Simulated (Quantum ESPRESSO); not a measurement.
# Energy and gap at +3 % biaxial strain: Al2O2, 1 layer

Method. Quantum ESPRESSO 7.5 driven by ASE, PBE, GBRV ultrasoft, ESM (bc1); atomic heights clamped; cell area 7.618 Å² at zero strain.

```tsv
strain (%)	energy (meV a cell)	gap on the mesh (eV)
−3	151.31	1.094
−1.5	40.04	1.215
0	0.00	1.328
+1.5	22.90	1.436
```

One more run was made and is withheld. What are energy and gap at +3 %, and how stiff is the sheet?

**Worked estimate.** About zero, E'' = (40.04 + 22.90 − 2 × 0.00)/1.5² = 27.97 meV per %² and E' = (22.90 − 40.04)/3 = −5.71 meV per %. With E = A K ε², where K = (C11 + C22)/2 + C12 (C11 + C12 for a hexagonal sheet), K = 27.97 × 10/(2 × 7.618) × 16.02 = 294 N/m. The parabola gives E(+3 %) = 0.00 + 3 × (−5.71) + 4.5 × 27.97 = 108.7 meV. Continuing the last slope, the gap is 2 × 1.436 − 1.328 = 1.544 eV.

What the calculation gave: E = 101.2 meV and the gap 1.536 eV. The parabola misses by +7.6 meV, too high, since bonds soften under tension. The gap's line misses by +0.008 eV.

**Limits.** Clamped heights stiffen sheets with several planes. Semilocal gap, no spin-orbit coupling.

[Logs are printed without paths, hosts, clocks, repeated set-up lines and the standing remarks that a program may print on its own settings, such as how far it seeks lower states.]
